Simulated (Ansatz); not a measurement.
# HfB2 (P6/mmm): phonon-mediated transition temperature

Wanted: λ, ω_log and Tc of HfB2 (P6/mmm). The cell shown first is a relaxed one, from steps not shown here.

Program: Ansatz 0.2.0. Level of theory: DFT PBE, scalar-relativistic, plane waves, PAW. Results are calculated unless marked as measured.

### Step 1. The cell after earlier relaxation steps

It takes space group P6/mmm (No. 191, hexagonal). Conventional cell: a = 3.144 Å, b = 3.144 Å, c = 3.490 Å, α = 90.00°, β = 90.00°, γ = 120.00°. Hf has 12 B at 2.52 Å nearest. Nearest to B lie 3 B at 1.82 Å and 6 Hf at 2.52 Å. Farther neighbours are not listed.

As a file:

```cif
data_structure
_symmetry_space_group_name_H-M 'P 1'
_symmetry_Int_Tables_number 1
_cell_length_a 3.1440
_cell_length_b 3.1440
_cell_length_c 3.4899
_cell_angle_alpha 90.000
_cell_angle_beta 90.000
_cell_angle_gamma 120.000
_cell_volume 29.87
loop_
_atom_site_label
_atom_site_type_symbol
_atom_site_fract_x
_atom_site_fract_y
_atom_site_fract_z
_atom_site_occupancy
Hf1 Hf 0.00000 0.00000 0.00000 1
B2 B 0.33333 0.66667 0.50000 1
B3 B 0.66667 0.33333 0.50000 1
```

### Step 2. Coupling and resistivity: q 3×3×2, k 9×9×6, scattering 12×12×12

The run that gives the couplings also evaluates McMillan's and Allen and Dynes's formulas and, where asked, the Eliashberg equations, over a range of μ*.

input.yaml

```yaml
crystal:
  lattice:
    - [3.1440034686, 0.0, 0.0]
    - [-1.5720017343, 2.7227868734, 0.0]
    - [0.0, 0.0, 3.4898551749]
  atoms:
    - { symbol: Hf, position: [0.0, 0.0, 0.0] }
    - { symbol: B, position: [0.3333333333, 0.6666666667, 0.5] }
    - { symbol: B, position: [0.6666666667, 0.3333333333, 0.5] }
kpoints:
  mp_grid: { grid: [9, 9, 6] }
hamiltonian:
  xc: pbe
scf:
  occupations: { method: methfessel_paxton, width: 0.2 }
output:
  eigenvalues: true
phonons:
  method: dfpt
  qmesh: [3, 3, 2]
  temperatures: { t_max: 1000, t_step: 50 }
  qpath:
    path:
      - [[0.0, 0.0, 0.0], [0.5, 0.0, 0.0], [0.33333333, 0.33333333, 0.0], [0.0, 0.0, 0.0], [0.0, 0.0, 0.5], [0.5, 0.0, 0.5], [0.33333333, 0.33333333, 0.5], [0.0, 0.0, 0.5]]
      - [[0.5, 0.0, 0.5], [0.5, 0.0, 0.0]]
      - [[0.33333333, 0.33333333, 0.5], [0.33333333, 0.33333333, 0.0]]
    npoints: 10
  electrical_resistivity:
    mesh: [12, 12, 12]
    temperatures: [20.0, 50.0, 77.0, 100.0, 150.0, 200.0, 300.0, 400.0, 600.0, 800.0]
  superconductivity: { mesh: [12, 12, 12] }
```

Launch:

```bash
$ ansatz run input.yaml --threads 4 --pin off --max-ram 10240MiB --backend cpu --events-out ev --progress --plain --runs-dir out
```

Numbers of over 12 decimals in the logs are rounded to 6 here.

What it wrote:

```text
Warning: phonons: the dynamical matrix that this run interpolates holds no multipole term above the dipole-dipole one, and a site of this crystal is no centre of inversion, so its interpolated transverse optical and acoustic branches and sound speeds can stay off near Gamma, and the density of states and the thermodynamics with them. What a run solves at a wave vector of phonons.qpoints, Gamma apart, where the deck admits one, is free of this, and under fd what a larger phonons.supercell samples
Engine: ansatz 0.2.0, aarch64-unknown-linux-gnu
Pseudopotentials: kind: paw
Pseudopotential: Hf, paw, valence charge 26, recommended cutoff 420 eV (normal), Hf.paw.azcp
Pseudopotential: B, paw, valence charge 3, recommended cutoff 420 eV (normal), B.paw.azcp
Functional definition: PBE
  parameter kappa = 0.804
  parameter beta = 0.066725
  exchange = pbe_x(kappa = kappa, mu = beta*pi^2/3)
  correlation = pbe_c(beta = beta)
Crystal: 3 atoms, lattice volume = 29.875 Å³
Basis set: ecut = 420 eV, 563 PW (Γ), exchange–correlation on 48×48×48 points (8 copies of the dense FFT grid, shifted against one another)
Bands: 20, of which v1, the nominal top of the filled ones, is band 16 counted from 1 (15 counted from 0)
Symmetry: 24 space group operations
k-points: 48 of 486
Non-local potential: Hf, projectors of the file, l = 0: 3, l = 1: 2, l = 2: 2, l = 3: 3
Non-local potential: B, projectors of the file, l = 0: 2, l = 1: 2, l = 2: 1
PAW form: soft (Blöchl's): semilocal exchange-correlation on the pseudo side does not see the compensation charge
PAW one-centre angular grid: Hf, 590 points (default); XC on 64 Gauss nodes
PAW one-centre angular grid: B, 110 points (default); XC on 64 Gauss nodes
Initial density: superposition of atomic densities (neutral atoms: chi_scale 0, normalization atom), corrected by the library's trained network
Initial wavefunctions: pseudopotential atomic-orbital guess
Functional: x = pbe(κ = 0.804, μ = 0.219515), c = pbe(β = 0.066725)
SCF iter   1: F=—  HF=-16036.206494 eV  |F-HF|=—  |Δ(HF+E_count)|=         —  Δρ=1.85e-3  dr2=1.67e-3  ethr=1.77e-3  ⟨swp⟩=3.8  Hψ=3681  notcnv=0
preconditioner: auto → none  [insulator: Δε(μ)=0.143 eV  Ē_g=17.439 eV  σ=0.200 eV  W_gap=0.57  n_scr=8 (ndim 8)  ℏωp=37.2 eV  f_vac=0.000  D(μ)=0.48/eV (n_scr^D=0)  ε∞_Penn≈5.6]
SCF iter   2: F=—  HF=-16036.205957 eV  |F-HF|=—  |Δ(HF+E_count)|=   5.37e-4  S|Δr|=    0.00e0  Δρ=6.20e-4  dr2=1.29e-4  ethr=5.23e-6  ⟨swp⟩=2.0  Hψ=1658  notcnv=0
SCF iter   3: F=—  HF=-16036.205922 eV  |F-HF|=—  |Δ(HF+E_count)|=   3.52e-5  S|Δr|=    0.00e0  Δρ=2.89e-4  dr2=9.76e-6  ethr=4.04e-7  ⟨swp⟩=2.0  Hψ=1628  notcnv=0
SCF iter   4: F=—  HF=-16036.205918 eV  |F-HF|=—  |Δ(HF+E_count)|=   3.11e-6  S|Δr|=    0.00e0  Δρ=1.28e-4  dr2=1.47e-6  ethr=3.05e-8  ⟨swp⟩=2.0  Hψ=1591  notcnv=0
SCF iter   5: F=—  HF=-16036.205916 eV  |F-HF|=—  |Δ(HF+E_count)|=   2.68e-6  S|Δr|=    0.00e0  Δρ=4.31e-5  dr2=1.32e-7  ethr=4.59e-9  ⟨swp⟩=2.0  Hψ=1725  notcnv=0
SCF iter   6: F=—  HF=-16036.205916 eV  |F-HF|=—  |Δ(HF+E_count)|=   9.29e-8  S|Δr|=    0.00e0  Δρ=3.76e-6  dr2=1.64e-9  ethr=4.12e-10  ⟨swp⟩=2.1  Hψ=1632  notcnv=0
SCF iter   7: F=—  HF=-16036.205916 eV  |F-HF|=—  |Δ(HF+E_count)|=   1.30e-9  S|Δr|=    0.00e0  Δρ=4.23e-7  dr2=1.45e-11  ethr=5.13e-12  ⟨swp⟩=2.7  Hψ=1719  notcnv=0
SCF iter   8: F=-16036.205916 eV  HF=-16036.205916 eV  |F-HF|=0.00e0  |Δ(HF+E_count)|=    0.00e0  S|Δr|=    0.00e0  Δρ=5.09e-8  dr2=4.90e-13  ethr=1.00e-12  ⟨swp⟩=5.3  Hψ=4260  notcnv=0
SCF 1 converged in 8 iterations: F = -16036.205916 eV  dr2 = 4.90e-13
  greatest PAW one-centre occupation: 0.998 electrons in one spin orbital (limit 2), on the Hf atom at site 0 (counted from 0), in its partial waves of l = 0
Initial density: read from a saved state, or passed on in memory by an earlier SCF of this step, an earlier step, the calling program or the single point that the run made first
iter 1 solved again at ethr=5.67e-9 eV; its pass at ethr=3.10e-3 eV (dr2=1.82e-6 eV) is discarded
SCF iter   1: F=—  HF=-16036.205916 eV  |F-HF|=—  |Δ(HF+E_count)|=         —  Δρ=6.41e-8  dr2=4.82e-13  ethr=5.67e-9  ⟨swp⟩=3.8  Hψ=6944  notcnv=0
eigensolver tolerance schedule: the retry pair's looser diagonalisation over-reported the residual by 3764014.08 of it (diagonalisation noise at an unbounded share of the residual, at the tolerance the schedule requests for it); recorded, not acted on — ethr = c·dr2/N_el stays at c = 1.0e-1
preconditioner: auto → none  [insulator: Δε(μ)=0.138 eV  Ē_g=17.445 eV  σ=0.200 eV  W_gap=0.55  n_scr=8 (ndim 8)  ℏωp=37.2 eV  f_vac=0.000  D(μ)=0.48/eV (n_scr^D=0)  ε∞_Penn≈5.5]
SCF iter   2: F=-16036.205916 eV  HF=-16036.205916 eV  |F-HF|=7.28e-12  |Δ(HF+E_count)|=   6.83e-9  S|Δr|=    0.00e0  Δρ=8.63e-8  dr2=1.48e-12  ethr=1.00e-12  ⟨swp⟩=6.0  Hψ=4172  notcnv=0
SCF 2 converged in 2 iterations: F = -16036.205916 eV  dr2 = 1.48e-12
phonons: the bands overlap, so this run is a metal and interpolates without the dipole-dipole term. If the crystal is really an insulator or semiconductor, its LO-TO splitting is missing
NSCF: frozen V_eff on 48 k-points
NSCF: frozen V_eff on 100 k-points
DFPT response loops at q = (0, 0, 0) (fractional): preconditioner auto → Kerker (q_TF=auto, 2.760 Å⁻¹) (partly filled bands, converged f_vac=0.000); β = 1.00, the filter's whole step (`scf.mixing.beta` (0.50) is not read by the response loops under this deck's `scf.mixing.preconditioner`; to damp them name `kerker` or `kerker_dos`, under which they read `scf.mixing.beta`, and type it under 1.00, their step now; both keys bind the ground state too); Broyden in place of MSR1
NSCF: frozen V_eff on 200 k-points
DFPT response loops at q = (0, 0, -0.5) (fractional): mixed as the last ones told, above
NSCF: frozen V_eff on 360 k-points
DFPT response loops at q = (0, 0.333333, 0) (fractional): mixed as the last ones told, above
NSCF: frozen V_eff on 360 k-points
DFPT response loops at q = (0, 0.333333, -0.5) (fractional): mixed as the last ones told, above
NSCF: frozen V_eff on 360 k-points
DFPT response loops at q = (0.333333, 0.333333, 0) (fractional): mixed as the last ones told, above
NSCF: frozen V_eff on 360 k-points
DFPT response loops at q = (0.333333, 0.333333, -0.5) (fractional): mixed as the last ones told, above
SCF iter   1: F=—  HF=-16036.206494 eV  |F-HF|=—  |Δ(HF+E_count)|=         —  Δρ=1.85e-3  dr2=1.67e-3  ethr=1.77e-3  ⟨swp⟩=3.8  Hψ=3681  notcnv=0
SCF iter   2: F=—  HF=-16036.205957 eV  |F-HF|=—  |Δ(HF+E_count)|=   5.37e-4  S|Δr|=    0.00e0  Δρ=6.20e-4  dr2=1.29e-4  ethr=5.23e-6  ⟨swp⟩=2.0  Hψ=1658  notcnv=0
[...]
200.00      2.7665e0              no      2.6736e0      2.6736e0      2.9521e0        2.9420e0          2.7332e0
    300.00      5.4063e0              no      5.2304e0      5.2304e0      5.7580e0        5.6238e0          5.3271e0
    400.00      8.2222e0              no      7.9561e0      7.9561e0      8.7543e0        8.4493e0          8.0917e0
    600.00      1.3758e1              no      1.3271e1      1.3271e1      1.4731e1        1.4108e1          1.3520e1
    800.00      1.9107e1              no      1.8335e1      1.8335e1      2.0651e1        1.9777e1          1.8749e1
  mean free path at 20 K (of a tensor a third of its trace): 519899 nm by what each carries, 412935 by the Fermi surface alone
  Hall coefficient in a weak field at 20 K (a third of the trace): -2.288e-9 m³/C (as a tensor it moves by 18.0 % between the two finest meshes); by each state's relaxation time: -2.758e-9 m³/C; by a constant relaxation time: -1.781e-9 m³/C
  mean free path at 50 K (of a tensor a third of its trace): 3591 nm by what each carries, 2915 by the Fermi surface alone
  Hall coefficient in a weak field at 50 K (a third of the trace): -2.173e-9 m³/C (as a tensor it moves by 14.4 % between the two finest meshes); by each state's relaxation time: -2.216e-9 m³/C; by a constant relaxation time: -1.777e-9 m³/C
  mean free path at 77 K (of a tensor a third of its trace): 731 nm by what each carries, 619 by the Fermi surface alone
  Hall coefficient in a weak field at 77 K (a third of the trace): -2.053e-9 m³/C (as a tensor it moves by 12.3 % between the two finest meshes); by each state's relaxation time: -2.010e-9 m³/C; by a constant relaxation time: -1.778e-9 m³/C
  mean free path at 100 K (of a tensor a third of its trace): 362 nm by what each carries, 318 by the Fermi surface alone
  Hall coefficient in a weak field at 100 K (a third of the trace): -1.979e-9 m³/C (as a tensor it moves by 11.9 % between the two finest meshes); by each state's relaxation time: -1.901e-9 m³/C; by a constant relaxation time: -1.779e-9 m³/C
  mean free path at 150 K (of a tensor a third of its trace): 156 nm by what each carries, 142 by the Fermi surface alone
  Hall coefficient in a weak field at 150 K (a third of the trace): -1.901e-9 m³/C (as a tensor it moves by 12.0 % between the two finest meshes); by each state's relaxation time: -1.801e-9 m³/C; by a constant relaxation time: -1.784e-9 m³/C
  mean free path at 200 K (of a tensor a third of its trace): 92.0 nm by what each carries, 84.8 by the Fermi surface alone
  Hall coefficient in a weak field at 200 K (a third of the trace): -1.862e-9 m³/C (as a tensor it moves by 12.4 % between the two finest meshes); by each state's relaxation time: -1.760e-9 m³/C; by a constant relaxation time: -1.788e-9 m³/C
  mean free path at 300 K (of a tensor a third of its trace): 46.4 nm by what each carries, 43.4 by the Fermi surface alone
  Hall coefficient in a weak field at 300 K (a third of the trace): -1.804e-9 m³/C (as a tensor it moves by 13.1 % between the two finest meshes); by each state's relaxation time: -1.706e-9 m³/C; by a constant relaxation time: -1.793e-9 m³/C
  mean free path at 400 K (of a tensor a third of its trace): 30.2 nm by what each carries, 28.5 by the Fermi surface alone
  Hall coefficient in a weak field at 400 K (a third of the trace): -1.774e-9 m³/C (as a tensor it moves by 13.8 % between the two finest meshes); by each state's relaxation time: -1.678e-9 m³/C; by a constant relaxation time: -1.796e-9 m³/C
  mean free path at 600 K (of a tensor a third of its trace): 18.1 nm by what each carries, 17.1 by the Fermi surface alone
  Hall coefficient in a weak field at 600 K (a third of the trace): -1.771e-9 m³/C (as a tensor it moves by 14.8 % between the two finest meshes); by each state's relaxation time: -1.671e-9 m³/C; by a constant relaxation time: -1.799e-9 m³/C
  mean free path at 800 K (of a tensor a third of its trace): 13.1 nm by what each carries, 12.3 by the Fermi surface alone
  Hall coefficient in a weak field at 800 K (a third of the trace): -1.785e-9 m³/C (as a tensor it moves by 15.4 % between the two finest meshes); by each state's relaxation time: -1.677e-9 m³/C; by a constant relaxation time: -1.788e-9 m³/C
  the resistivity times a path that all electrons share, by the Fermi surface of the deck's mesh alone (a third of the trace): 2.340e-15 Ω·m²
  not converged in the mesh (λ; λ_tr; the resistivity at 20 K by 82.52 %; the resistivity at 50 K by 29.85 %; the resistivity at 77 K by 23.68 %; the resistivity at 100 K by 21.74 %; the resistivity at 150 K by 20.01 %; the resistivity at 200 K by 18.87 %; the resistivity at 300 K by 17.08 %; the resistivity at 400 K by 15.90 %; the resistivity at 600 K by 14.36 %; the resistivity at 800 K by 13.16 %): between neighb [...]
  vibrations of 18 cells: unjudged by the run; compare a larger repeat
  the changes of the potential over all sites missed a rigid shift's by 0.00 % (the site terms' by 0.03 %)
  between the force constants' wavevectors the phonons are obtained by Fourier interpolation alone: along a vector of fewer than three repeats the shortest translation of the supercell is 6.980 Å, and under 7.500 Å the phonon self-energy is left out by default: enlarge phonons.supercell (under dfpt, phonons.qmesh)
--- Superconductivity: potentials and phonons of a 3×3×2 supercell ---
           mesh         λ    ħω_log (meV)  μ* declared at (meV)
       12×12×12    0.1227          38.163               55.392
          6×6×6    0.1144          40.618               57.261
          3×3×3    0.1288          42.573               66.730
  λ by the species' shares of the modes' patterns: Hf 0.0628, B 0.0599
  with the Fermi level up to 100.0 meV (the hardest mode) off, states and modes as they are: density of states 0.1097 to 0.1378 /eV of one spin and cell, λ 0.1021 to 0.1346
  transition temperature on the deck's mesh (K), isotropic and anisotropic, restricted to the Fermi surface (FSR) and over the full bandwidth (FBW), and the last with the density of states resolved in a narrower window:
        μ*   McMillan   Allen–Dynes      iso. FSR      iso. FBW    aniso. FSR    aniso. FBW  narrow window
      0.08      0.000         0.000    none_found    none_found    none_found    none_found     none_found
      0.10      0.000         0.000    none_found    none_found    none_found    none_found     none_found
      0.12          -             -    none_found    none_found    none_found    none_found     none_found
      0.13          -             -    none_found    none_found    none_found    none_found     none_found
      0.14          -             -    none_found    none_found    none_found    none_found     none_found
      0.16          -             -    none_found    none_found    none_found    none_found     none_found
      0.20          -             -    none_found    none_found    none_found    none_found     none_found
  none_found: no transition down to 0.1 K
  isotope coefficients −∂ln Tc/∂ln M under μ* = 0.13, the force constants as they are, of the isotropic transitions restricted to the Fermi surface and over the full bandwidth: Hf - and -, B - and -
  not converged in the mesh (λ): between neighbouring meshes, the two finest first, λ moves by 6.79 % and 12.62 % and the anisotropic transition temperature over the full bandwidth at μ* = 0.13 by nothing (neither mesh has one) and nothing (neither mesh has one); converged means that the two finest part by at most 2.00 % and 5.00 %
  vibrations of 18 cells: unjudged by the run; compare a larger repeat
  the changes of the potential over all sites missed a rigid shift's by 0.00 % (the site terms' by 0.03 %)
  between the force constants' wavevectors the phonons are obtained by Fourier interpolation alone: along a vector of fewer than three repeats the shortest translation of the supercell is 6.980 Å, and under 7.500 Å the phonon self-energy is left out by default: enlarge phonons.supercell (under dfpt, phonons.qmesh)
[key lines of the parts left out:]
SCF converged after 8 iterations
Free energy (F): -16036.205916 eV
Fermi energy:    20.487590 eV
```

Run time: 1.7 min. Hardware: 4 threads of Arm Neoverse V1, shared host; peak memory 0.68 GiB; 6.4 min of CPU time.

In the SCF lines HF is the Harris–Foulkes energy and dr2 the Hartree energy of the density residual, in eV; the loop may stop once dr2 is under the threshold and the program's other checks hold. Hψ counts applications of the Hamiltonian.

This step gave:

```
volume per atom                                                                : 9.958 Å³
metallic on mesh                                                               : yes
gap on the k-mesh                                                              : 0 eV
zero point energy                                                              : 0.2613 eV/cell
share of imaginary modes in the plain interpolation between solved wavevectors : 0
highest frequency, solved or plainly interpolated                              : 806.2 cm⁻¹
Debye temperature (second moment)                                              : 973 K
resistivity at 300 K                                                           : 5.406 μΩ cm, mean of the axes
coupling constant λ                                                            : 0.1227
density of states at the Fermi level                                           : 0.1284 states/eV a spin and cell
log mean phonon energy ħω_log                                                  : 38.16 meV
transport coupling constant λ_tr                                               : 0.1247, 0.1247, 0.1362 (xx, yy, zz)
Drude plasma energy                                                            : 4.49, 4.49, 4.515 eV (xx, yy, zz)
resistivity times mean free path                                               : 23.51, 23.51, 23.17 × 10⁻¹⁶ Ω m² (xx, yy, zz)
second-moment phonon energy ħω₂                                                : 55.39 meV
```

An empty cell: under 1 mK by a formula, or no transition down to the floor of the Eliashberg search. Transition temperatures:

```csv
μ*,McMillan Tc (K),Allen–Dynes Tc (K)
0.08,-,-
0.1,-,-
0.12,-,-
0.13,-,-
0.14,-,-
0.16,-,-
0.2,-,-
```

The Eliashberg function α²F has structure finer than the step of the table below, so its rows give means over 5 meV, whole bins alone (the curve runs from 0.39 to 99.6 meV). Peaks (meV: height): α²F 21.5: 0.184, 67.5: 0.167, 82.4: 0.0554, 94.1: 0.115, 98.8: 0.150; α²F tr 21.5: 0.198, 67.5: 0.197, 82.4: 0.0656, 94.1: 0.130, 98.8: 0.127.

Table of Eliashberg function α²F by phonon energy; means over each step:

```csv
phonon energy (meV),α²F,α²F tr
5,1.4e-4,1.3e-4
10,0.00136,0.00105
15,0.00716,0.00678
20,0.0946,0.0991
25,0.0266,0.0270
30,0,0
35,0,0
40,0,0
45,0,0
50,1.4e-4,6.1e-5
55,0.00606,0.00492
60,0.0184,0.0198
65,0.107,0.113
70,0.0995,0.110
75,0.0366,0.0371
80,0.0230,0.0261
85,0.0194,0.0215
90,0.0269,0.0322
95,0.0700,0.0774
```

The Eliashberg function α²F has structure finer than the step of the table below, so its rows give means over 5 meV, whole bins alone (the curve runs from 0.39 to 99.6 meV). Peaks (meV: height): α²F 21.5: 0.184, 67.5: 0.167, 82.4: 0.0554, 94.1: 0.115, 98.8: 0.150; Hf 21.5: 0.183; B 67.5: 0.166, 82.4: 0.0553, 94.1: 0.115, 98.8: 0.150.

The Eliashberg function α²F by phonon energy; means over each step:

```csv
phonon energy (meV),α²F,Hf,B
5,1.4e-4,1.4e-4,8.1e-7
10,0.00136,0.00124,1.1e-4
15,0.00716,0.00684,3.0e-4
20,0.0946,0.0939,7.0e-4
25,0.0266,0.0265,9.2e-5
30,0,0,0
35,0,0,0
40,0,0,0
45,0,0,0
50,1.4e-4,0,1.4e-4
55,0.00606,2.6e-4,0.00582
60,0.0184,5.0e-4,0.0180
65,0.107,9.3e-4,0.106
70,0.0995,2.1e-4,0.0993
75,0.0366,3.4e-5,0.0365
80,0.0230,5.7e-5,0.0229
85,0.0194,3.7e-5,0.0193
90,0.0269,0,0.0269
95,0.0700,6.2e-5,0.0699
```

### Step 3. What came out

```yaml
meshes: q 3×3×2, k 9×9×6, scattering 12×12×12
coupling_constant_lambda: 0.123
log_mean_phonon_energy_omega_log: 38.2 meV
```

What this shows: In the last run (PBE, q 3×3×2, k 9×9×6, scattering 12×12×12), with λ = 0.12 and ħω_log = 38.2 meV, Tc at μ* = 0.13 is under 1 mK by the formulas. In that run Allen and Dynes's formula gives no transition above 0.05 K at μ* = 0.10 or more. By the run's own test λ is not converged in the fine mesh: it moves by 7 % between the two finest. The run's transport test calls it not converged in the mesh; ρ(300 K) moves by 17 % in the component that moves most. These meshes are coarse. No spin–orbit coupling, which matters for Hf. μ* is a typed number, phonons are harmonic, and spin fluctuations are left out; with λ this near or under μ*(1 + 0.62 λ), the formulas give Tc only to its order of magnitude, or none.

[Logs are printed without paths, hosts, clocks, repeated set-up lines and the standing remarks that a program may print on its own settings, such as how far it seeks lower states.]

[Hosts, paths, dates, database ids (printed as entryN), source tags and the programs' standing remarks are cut or masked in the printed files.]
